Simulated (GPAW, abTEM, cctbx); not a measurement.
# KMn2: the scripts behind a bonding study

Short scripts, each with its output. The cell comes from substitution in a known structure type and wasn't matched to any measured phase.

### 1. Build the all-electron density and subtract free atoms

```text
cell
1.0
     0.000000000    4.144074235    4.144074235
     4.144074235    0.000000000    4.144074235
     4.144074235    4.144074235    0.000000000
Mn K
4 2
Direct
0.625000000 0.125000000 0.625000000
0.625000000 0.625000000 0.125000000
0.125000000 0.625000000 0.625000000
0.625000000 0.625000000 0.625000000
0.250000000 0.250000000 0.250000000
0.000000000 0.000000000 0.000000000
```

```python
import numpy as np
from ase.io import read
from ase.units import Bohr
from gpaw import GPAW, PW, FermiDirac
from gpaw.calculator import GPAW as OldGPAW
from gpaw.mpi import serial_comm, world
from scipy.special import erfc
from scipy.spatial import cKDTree

atoms = read("cell.vasp")
atoms.set_initial_magnetic_moments([4, 4, 4, 4, 0, 0])
atoms.calc = GPAW(mode=PW(450), xc="PBE", kpts={"size": (5, 5, 5), "gamma": True},
                 occupations=FermiDirac(0.1), maxiter=120, symmetry={"tolerance": 1e-5}, txt="scf.txt")
atoms.get_potential_energy()
rho = atoms.calc.get_all_electron_density(gridrefinement=2)
moments = atoms.get_magnetic_moments() if atoms.calc.get_number_of_spins() == 2 else np.zeros(len(atoms))
total = atoms.get_magnetic_moment() if moments.any() else 0.0
if world.rank == 0:
    free = OldGPAW(mode=PW(450), xc="PBE", txt=None, communicator=serial_comm)
    neutral = atoms.copy()
    neutral.set_initial_magnetic_moments(None)
    free.initialize(neutral)
    free.set_positions(neutral)
    drho = rho - free.get_all_electron_density(gridrefinement=2)
    # GPAW starts from confined atoms: exchange their smooth part for that of the datasets' free atoms
    h = np.stack(np.meshgrid(*[np.fft.fftfreq(n, 1 / n) for n in drho.shape], indexing="ij"), -1)
    gabs = np.linalg.norm(h @ atoms.cell.reciprocal(), axis=-1)
    tails = np.fft.fftn(free.get_pseudo_density(gridrefinement=2))
    g, form, v0 = np.linspace(0, gabs.max(), 1500), {}, 0
    for e in set(atoms.symbols):
        idx = atoms.symbols.search(e)
        d = free.setups[idx[0]].data
        r, w = d.rgd.r_g * Bohr, d.rgd.r_g**2 * d.rgd.dr_g
        j0 = np.sinc(2 * g[:, None] * r)
        smooth = sum(f * p**2 for f, p in zip(d.f_j, d.phit_jg)) + np.sqrt(4 * np.pi) * d.nct_g
        full = sum(f * p**2 for f, p in zip(d.f_j, d.phi_jg)) + np.sqrt(4 * np.pi) * d.nc_g
        phase = sum(np.exp(-2j * np.pi * h @ s) for s in atoms.get_scaled_positions()[idx])
        tails -= np.interp(gabs, g, j0 @ (smooth * w)) * phase * drho.size / atoms.get_volume()
        form[e] = j0 @ (full * w)
        v0 += 2 * np.pi / 3 * 14.3996 * (full * w * r**2).sum() * len(idx)  # V A^3
    tails *= 0.5 * erfc((gabs - 1.8) / 0.25)  # the tails differ at long wavelengths alone
    drho += np.fft.ifftn(tails).real  # crystal minus superposed spherical free atoms
    np.save("drho.npy", drho)
    dv = atoms.get_volume() / drho.size
    print("grid", drho.shape, " electrons %.3f" % (rho.sum() * dv), " moved by bonding %.3f e" % (abs(drho).sum() * dv / 2))
    pts = np.indices(drho.shape).reshape(3, -1).T / drho.shape @ atoms.cell
    shifts = (np.indices((3, 3, 3)).reshape(3, -1).T - 1) @ atoms.cell
    images = (atoms.positions[None] + shifts[:, None]).reshape(-1, 3)
    dist, idx = cKDTree(images).query(pts, k=4)
    out = drho.ravel()[dist[:, 0] > 0.5]
    print("deformation density beyond 0.5 A of the nuclei: max %.3f, min %.3f e/A^3" % (out.max(), out.min()))
    tie = dist < dist[:, :1] + 1e-4
    q = -np.bincount((idx % len(atoms))[tie], (drho.ravel()[:, None] / tie.sum(1, keepdims=True) * tie)[tie], len(atoms)) * dv
    print("atom        x       y       z   Voronoi charge  moment")
    for a, s, c, m in zip(atoms, atoms.get_scaled_positions(), q, moments):
        print("%-2s%-3d %7.4f %7.4f %7.4f %10.3f %10.2f" % (a.symbol, a.index + 1, *s, c, m))
    np.savez("free.npz", g=g, **form)
    print("mean inner potential of superposed free atoms %.3f V" % (v0 / atoms.get_volume()))
    print("total magnetic moment %.3f muB" % total)
```

```console
$ OMP_NUM_THREADS=1 mpirun -n 4 gpaw python run.py > gpaw.log
```

```text
grid (60, 60, 60)  electrons 138.000  moved by bonding 0.769 e
deformation density beyond 0.5 A of the nuclei: max 0.133, min -0.025 e/A^3
atom        x       y       z   Voronoi charge  moment
Mn1    0.6250  0.1250  0.6250     -0.079       3.66
Mn2    0.6250  0.6250  0.1250     -0.079       3.66
Mn3    0.1250  0.6250  0.6250     -0.079       3.66
Mn4    0.6250  0.6250  0.6250     -0.079       3.66
K 5    0.2500  0.2500  0.2500      0.158      -0.00
K 6    0.0000  0.0000  0.0000      0.158      -0.00
mean inner potential of superposed free atoms 15.400 V
total magnetic moment 15.884 muB
```

Time: 36 s on 4 cores of Arm Neoverse V1 (shared host), peak memory 0.99 GiB.

### 2. Fourier-transform the difference

```python
from cctbx import adptbx, crystal, miller, xray
from cctbx.eltbx import tiny_pse
import numpy as np

cs = crystal.symmetry(unit_cell=(8.2881, 8.2881, 8.2881, 90, 90, 90), space_group_symbol='Hall: F 4d 2 3 -1d')  # Fd-3m
atoms = [  # label, site, U (iso, or U11 U22 U33 U12 U13 U23 in A^2), occupancy
    ("Mn1", (0.375, 0.125, 0.875), 0.0000, 1),
    ("K1", (0.25, 0.75, 0.75), 0.0000, 1),
]
xs = xray.structure(crystal_symmetry=cs)
for label, site, u, occ in atoms:
    u = adptbx.u_cif_as_u_star(cs.unit_cell(), u) if isinstance(u, tuple) else u
    xs.add_scatterer(xray.scatterer(label, site=site, u=u, occupancy=occ))
xs.scattering_type_registry(table="wk1995")
drho = np.load("drho.npy")
T = np.array([[-1, 1, 1], [1, -1, 1], [1, 1, -1]])  # conventional axes in terms of the primitive ones
dF = np.fft.ifftn(drho) * 569.34114  # electrons a conventional cell, indexed by primitive hkl
ms = miller.build_set(cs, anomalous_flag=False, d_min=0.9).sort("resolution")
iam = ms.structure_factors_from_scatterers(xs, algorithm="direct").f_calc()
p1 = xs.expand_to_p1()
z = np.array([tiny_pse.table(sc.scattering_type).atomic_number() for sc in p1.scatterers()])
x = np.array(p1.sites_frac())
free = np.load("free.npz")
print("static structure factors of the conventional cell: F in electrons, V (Mott-Bethe) in volts")
print("   h  k  l      d  |F| table  |F| free   |F| DFT   change   |V| free  |V| DFT  change %")
for h, d, table in list(zip(ms.indices(), ms.d_spacings().data(), iam.data()))[:16]:
    df = dF[tuple(np.rint(np.linalg.solve(T, h)).astype(int))]
    phase = np.exp(2j * np.pi * x @ h)
    f = sum(np.interp(1 / d, free["g"], free[sc.scattering_type]) * p for sc, p in zip(p1.scatterers(), phase))
    fz = (z * phase).sum()
    c = 14.3996 * d * d / (np.pi * cs.unit_cell().volume())
    v0, v1 = abs(fz - f) * c, abs(fz - f - df) * c
    print("%4d%3d%3d %7.4f %9.3f %9.3f %9.3f %8.3f %9.3f %8.3f %8s" % (h + (d, abs(table), abs(f), abs(f + df), abs(f + df) - abs(f), v0, v1, "%.1f" % (100 * (v1 / v0 - 1)) if v0 > 0.02 else "-")))
```

```console
$ python run.py
```

```text
static structure factors of the conventional cell: F in electrons, V (Mott-Bethe) in volts
   h  k  l      d  |F| table  |F| free   |F| DFT   change   |V| free  |V| DFT  change %
   1  1  1  4.7851    85.656    85.760    87.166    1.405     1.246    0.987    -20.8
   0  2  2  2.9303   116.953   116.966   117.523    0.557     2.422    2.383     -1.6
   1  3  1  2.4990   229.744   229.112   229.148    0.036     3.940    3.938     -0.0
   2  2  2  2.3926   299.436   298.014   298.256    0.242     4.700    4.689     -0.2
   0  4  0  2.0720   182.280   180.662   181.279    0.616     2.327    2.306     -0.9
   1  3  3  1.9014    68.219    67.438    67.669    0.231     0.730    0.723     -0.9
   2  4  2  1.6918    88.683    88.788    88.769   -0.019     1.457    1.457      0.0
   3  3  3  1.5950   183.532   183.149   183.663    0.514     2.547    2.536     -0.4
   1  5  1  1.5950   183.532   183.149   183.704    0.555     2.547    2.535     -0.4
   0  4  4  1.4651   314.125   313.615   314.357    0.742     4.120    4.107     -0.3
   1  5  3  1.4009    57.952    57.601    57.943    0.342     0.552    0.546     -1.0
   2  4  4  1.3814     0.000     0.000     0.096    0.096     0.000    0.001        -
   0  6  2  1.3105    74.784    74.931    74.854   -0.077     1.066    1.067      0.1
   3  5  3  1.2639   156.758   156.756   156.909    0.153     1.938    1.937     -0.1
   2  6  2  1.2495   208.444   208.267   208.676    0.409     2.410    2.405     -0.2
   4  4  4  1.1963   131.094   130.892   131.193    0.301     1.349    1.346     -0.3
```

Time: 0.33 s on 1 core of Arm Neoverse V1 (shared host), peak memory 0.08 GiB.

### 3. Propagate a plane wave with and without the bonding term

```python
import abtem
import numpy as np
from ase.build import make_supercell
from ase.io import read

abtem.config.set({"dask.lazy": False, "fft": "fftw", "diagnostics.progress_bar": False})
M = [[-1, -1, 1], [2, -2, 0], [0, 0, 2]]  # rows: x, y and beam direction in the primitive cell's axes
unit = make_supercell(read("cell.vasp"), M)
unit.set_cell(list(unit.cell.lengths()) + [90, 90, 90], scale_atoms=True)
unit.positions[:, 2] += 0.7326  # keeps atomic planes off the slice boundaries
unit.wrap()
slab = unit * (1, 1, 52)
print(slab.get_chemical_formula(), "| box %.2f x %.2f x %.2f A" % tuple(slab.cell.lengths()))

# change of the potential by bonding, from the DFT deformation density (Poisson's equation term by term)
drho = np.load("drho.npy")
prim = read("cell.vasp")
h = np.stack(np.meshgrid(*[np.fft.fftfreq(n, 1 / n) for n in drho.shape], indexing="ij"), -1).reshape(-1, 3).astype(int)
g2 = ((h @ prim.cell.reciprocal()) ** 2).sum(1)
keep = (g2 > 0) & (g2 < 2.5**2)
shape = (237, 335, 64)
vg = np.zeros(shape, complex)
hm = h[keep] @ np.array(M).T
move = np.exp(-2j * np.pi * hm[:, 2] * (0.7326 / unit.cell[2, 2] - 0.5 / shape[2]))  # the same shift, sampled at mid-points
vg[tuple(hm.T % np.array(shape)[:, None])] = -14.3996 / np.pi * (np.fft.fftn(drho).ravel() / drho.size)[keep] / g2[keep] * move
dV = np.fft.ifftn(vg).real * vg.size
dV = dV.reshape(237, 335, 8, 8).mean(3) * unit.cell[2, 2] / 8  # V A, projected in each slice
dV = np.tile(dV.transpose(2, 0, 1), (52, 1, 1))


def build(atoms):
    p = abtem.Potential(atoms, gpts=(237, 335), slice_thickness=[slab.cell[2, 2] / 416] * 416,
                        parametrization="lobato", projection="infinite", exit_planes=32).build()
    p.array[:] += BONDING * dV
    return p


def potentials():
    yield build(slab)  # atoms at rest


for label, BONDING in (("IAM", 0.0), ("DFT", 1.0)):
    print("=====", label)
    potential = build(slab)
    print("grid", potential.gpts, "slices", potential.num_slices)
    thickness = potential.exit_thicknesses
    wave = abtem.PlaneWave(energy=100000)
    dp = np.mean([wave.multislice(p).diffraction_patterns(max_angle="valid").array for p in potentials()], axis=0)
    hkl = [(0, 0, 0), (1, -1, 1), (0, 0, 2), (2, -2, 0), (1, -1, 3), (2, -2, 2), (3, -3, 1)]
    nx, ny = dp.shape[-2:]
    print("intensity of each beam, fraction of the incident wave")
    print("  t (A)" + "".join("%9s" % " ".join(map(str, h)) for h in hkl) + "  diffuse    total")
    grid = np.zeros((nx, ny), bool)
    grid[nx // 2 % 1::1, ny // 2 % 1::1] = True
    for t, a in list(zip(thickness, dp))[1:]:
        idx = [np.rint(np.array(M) @ np.linalg.solve([[-1, 1, 1], [1, -1, 1], [1, 1, -1]], h)).astype(int) for h in hkl]
        print("%7.1f" % t + "".join("%9.5f" % a[nx // 2 + i[0] * 1, ny // 2 + i[1] * 1] for i in idx) + "%9.4f%9.4f" % (a[~grid].sum(), a.sum()))
```

```console
$ python run.py
```

```text
K832Mn1664 | box 8.29 x 11.72 x 609.50 A
===== IAM
grid (237, 335) slices 416
intensity of each beam, fraction of the incident wave
  t (A)    0 0 0   1 -1 1    0 0 2   2 -2 0   1 -1 3   2 -2 2   3 -3 1  diffuse    total
   46.9  0.59728  0.00795  0.01653  0.00100  0.00737  0.01521  0.00594   0.0000   0.9977
   93.8  0.20818  0.02162  0.05485  0.00599  0.02569  0.04515  0.00419   0.0000   0.9946
  140.7  0.00818  0.07354  0.09757  0.01072  0.01963  0.02221  0.00732   0.0000   0.9905
  187.5  0.10422  0.07243  0.05042  0.02424  0.01811  0.00517  0.00219   0.0000   0.9870
  234.4  0.28478  0.07602  0.01237  0.01916  0.00371  0.00331  0.00359   0.0000   0.9834
  281.3  0.32489  0.02876  0.02593  0.03614  0.00515  0.00102  0.00588   0.0000   0.9783
  328.2  0.23386  0.00747  0.08278  0.02720  0.00134  0.01349  0.00564   0.0000   0.9753
  375.1  0.14909  0.01113  0.10584  0.02473  0.00088  0.03351  0.00338   0.0000   0.9723
  422.0  0.17414  0.02085  0.04794  0.03549  0.00551  0.03145  0.00190   0.0000   0.9682
  468.8  0.31755  0.03247  0.00891  0.04885  0.00830  0.01077  0.00026   0.0000   0.9643
  515.7  0.29909  0.03224  0.00665  0.05461  0.01781  0.00075  0.00199   0.0000   0.9614
  562.6  0.14961  0.04051  0.03123  0.03890  0.02065  0.02469  0.00274   0.0000   0.9586
  609.5  0.04432  0.03907  0.07711  0.02194  0.01238  0.03585  0.00083   0.0000   0.9528
===== DFT
grid (237, 335) slices 416
intensity of each beam, fraction of the incident wave
  t (A)    0 0 0   1 -1 1    0 0 2   2 -2 0   1 -1 3   2 -2 2   3 -3 1  diffuse    total
   46.9  0.59149  0.00920  0.01575  0.00125  0.00793  0.01576  0.00560   0.0000   0.9977
   93.8  0.19906  0.02474  0.05557  0.00471  0.02577  0.04520  0.00381   0.0000   0.9946
  140.7  0.01027  0.07329  0.09518  0.00741  0.02041  0.02416  0.00696   0.0000   0.9905
  187.5  0.13493  0.06749  0.05207  0.02302  0.01830  0.00574  0.00168   0.0000   0.9872
  234.4  0.35361  0.06342  0.01344  0.01940  0.00323  0.00277  0.00368   0.0000   0.9837
  281.3  0.36951  0.01652  0.02747  0.03480  0.00399  0.00164  0.00684   0.0000   0.9791
  328.2  0.25001  0.00537  0.08909  0.02083  0.00061  0.01539  0.00501   0.0000   0.9761
  375.1  0.13008  0.02062  0.11231  0.01779  0.00220  0.03274  0.00240   0.0000   0.9731
  422.0  0.14828  0.02960  0.05134  0.03729  0.00936  0.02578  0.00106   0.0000   0.9688
  468.8  0.29948  0.03864  0.00763  0.05191  0.01012  0.00603  0.00076   0.0000   0.9652
  515.7  0.28240  0.02696  0.00843  0.06413  0.01933  0.00193  0.00204   0.0000   0.9620
  562.6  0.15315  0.02747  0.04377  0.04311  0.01781  0.03058  0.00248   0.0000   0.9593
  609.5  0.07614  0.01736  0.10034  0.02580  0.01039  0.03967  0.00057   0.0000   0.9537
```

Time: 39 s.

### 4. Rock the beam across one reflection

```python
import abtem
import numpy as np
from ase.build import make_supercell
from ase.io import read

abtem.config.set({"dask.lazy": False, "fft": "fftw", "diagnostics.progress_bar": False})
M = [[-1, -1, 1], [2, -2, 0], [0, 0, 2]]  # rows: x, y and beam direction in the primitive cell's axes
unit = make_supercell(read("cell.vasp"), M)
unit.set_cell(list(unit.cell.lengths()) + [90, 90, 90], scale_atoms=True)
unit.positions[:, 2] += 0.7326  # keeps atomic planes off the slice boundaries
unit.wrap()
slab = unit * (1, 1, 44)
print(slab.get_chemical_formula(), "| box %.2f x %.2f x %.2f A" % tuple(slab.cell.lengths()))

# change of the potential by bonding, from the DFT deformation density (Poisson's equation term by term)
drho = np.load("drho.npy")
prim = read("cell.vasp")
h = np.stack(np.meshgrid(*[np.fft.fftfreq(n, 1 / n) for n in drho.shape], indexing="ij"), -1).reshape(-1, 3).astype(int)
g2 = ((h @ prim.cell.reciprocal()) ** 2).sum(1)
keep = (g2 > 0) & (g2 < 2.5**2)
shape = (185, 261, 64)
vg = np.zeros(shape, complex)
hm = h[keep] @ np.array(M).T
move = np.exp(-2j * np.pi * hm[:, 2] * (0.7326 / unit.cell[2, 2] - 0.5 / shape[2]))  # the same shift, sampled at mid-points
vg[tuple(hm.T % np.array(shape)[:, None])] = -14.3996 / np.pi * (np.fft.fftn(drho).ravel() / drho.size)[keep] / g2[keep] * move
dV = np.fft.ifftn(vg).real * vg.size
dV = dV.reshape(185, 261, 8, 8).mean(3) * unit.cell[2, 2] / 8  # V A, projected in each slice
dV = np.tile(dV.transpose(2, 0, 1), (44, 1, 1))


def build(atoms):
    p = abtem.Potential(atoms, gpts=(185, 261), slice_thickness=[slab.cell[2, 2] / 352] * 352,
                        parametrization="lobato", projection="infinite", exit_planes=88).build()
    p.array[:] += BONDING * dV
    return p


def potentials():
    yield build(slab)  # atoms at rest


for label, BONDING in (("IAM", 0.0), ("DFT", 1.0)):
    print("=====", label)
    potential = build(slab)
    print("grid", potential.gpts, "slices", potential.num_slices)
    thickness = potential.exit_thicknesses
    h = np.array(M) @ np.linalg.solve(np.array([[-1, 1, 1], [1, -1, 1], [1, 1, -1]]), [1, -1, 1])
    ix, iy = round(h[0]) * 1, round(h[1]) * 1
    gxy = h[:2] / unit.cell.lengths()[:2]
    along = gxy / np.hypot(*gxy)
    across = np.array([-along[1], along[0]])
    bragg = 500 * abtem.PlaneWave(energy=100000).wavelength * np.hypot(*gxy)
    print("Bragg angle %.3f mrad; beam tilted 46 mrad off the zone axis across the row" % bragg)
    print("dark-field intensity of 1 -1 1 against tilt along the row, in Bragg angles")
    print("  t (A)" + "".join("%8.2f" % s for s in [0.2, 0.4, 0.6, 0.8, 1.0, 1.2, 1.4, 1.6, 1.8, 2.0, 2.2, 2.4, 2.6]))
    rows = []
    row = [(n * ix, n * iy) for n in range(-8, 9)]
    for s in [0.2, 0.4, 0.6, 0.8, 1.0, 1.2, 1.4, 1.6, 1.8, 2.0, 2.2, 2.4, 2.6]:
        tilt = -s * bragg * along + 46 * across
        dp = abtem.PlaneWave(energy=100000, tilt=tuple(tilt)).multislice(potential).diffraction_patterns(max_angle="valid").array
        rows.append(dp[:, dp.shape[1] // 2 + ix, dp.shape[2] // 2 + iy])
        if s == 1.0:
            cx, cy = dp.shape[1] // 2, dp.shape[2] // 2
            share = sum(dp[:, cx + i, cy + j] for i, j in row if abs(i) < cx and abs(j) < cy) / dp.sum(axis=(1, 2))
            total = dp.sum(axis=(1, 2))
    for t, a in list(zip(thickness, np.array(rows).T))[1:]:
        print("%7.1f" % t + "".join("%8.4f" % v for v in a))
    print("at the Bragg tilt, share in the row:", share[1:].round(3).tolist(), "total:", total[1:].round(3).tolist())
```

```console
$ python run.py
```

```text
K704Mn1408 | box 8.29 x 11.72 x 515.73 A
===== IAM
grid (185, 261) slices 352
Bragg angle 3.868 mrad; beam tilted 46 mrad off the zone axis across the row
dark-field intensity of 1 -1 1 against tilt along the row, in Bragg angles
  t (A)    0.20    0.40    0.60    0.80    1.00    1.20    1.40    1.60    1.80    2.00    2.20    2.40    2.60
  128.9  0.0343  0.0382  0.0416  0.0444  0.0462  0.0468  0.0463  0.0448  0.0424  0.0395  0.0362  0.0327  0.0294
  257.9  0.0862  0.0925  0.1092  0.1340  0.1593  0.1755  0.1746  0.1637  0.1500  0.1351  0.1167  0.0954  0.0739
  386.8  0.0987  0.0977  0.1702  0.2860  0.3558  0.3402  0.3012  0.2547  0.1777  0.1060  0.0773  0.0636  0.0462
  515.7  0.1822  0.1389  0.1199  0.2606  0.4030  0.3584  0.3097  0.3118  0.1944  0.0489  0.0412  0.0279  0.0117
at the Bragg tilt, share in the row: [0.7870000004768372, 0.5189999938011169, 0.4650000035762787, 0.5270000100135803] total: [0.9980000257492065, 0.9959999918937683, 0.9950000047683716, 0.9940000176429749]
===== DFT
grid (185, 261) slices 352
Bragg angle 3.868 mrad; beam tilted 46 mrad off the zone axis across the row
dark-field intensity of 1 -1 1 against tilt along the row, in Bragg angles
  t (A)    0.20    0.40    0.60    0.80    1.00    1.20    1.40    1.60    1.80    2.00    2.20    2.40    2.60
  128.9  0.0254  0.0285  0.0313  0.0336  0.0352  0.0358  0.0354  0.0343  0.0325  0.0302  0.0277  0.0252  0.0228
  257.9  0.0621  0.0643  0.0764  0.0964  0.1178  0.1328  0.1346  0.1282  0.1194  0.1092  0.0956  0.0800  0.0643
  386.8  0.0748  0.0672  0.1297  0.2346  0.2955  0.2834  0.2565  0.2206  0.1522  0.0872  0.0629  0.0554  0.0447
  515.7  0.1488  0.1032  0.0998  0.2452  0.3766  0.3322  0.2867  0.3006  0.1933  0.0455  0.0335  0.0246  0.0101
at the Bragg tilt, share in the row: [0.7879999876022339, 0.515999972820282, 0.4490000009536743, 0.503000020980835] total: [0.9980000257492065, 0.9959999918937683, 0.9950000047683716, 0.9940000176429749]
```

Time: 65 s.

[Outputs are excerpts: Python notices, other lines and further rows are left out; steps that failed or that the build refused (PBEsol, TPSS) are not shown.]

[Logs are printed without paths, hosts, clocks, repeated set-up lines and the standing remarks that a program may print on its own settings, such as how far it seeks lower states.]
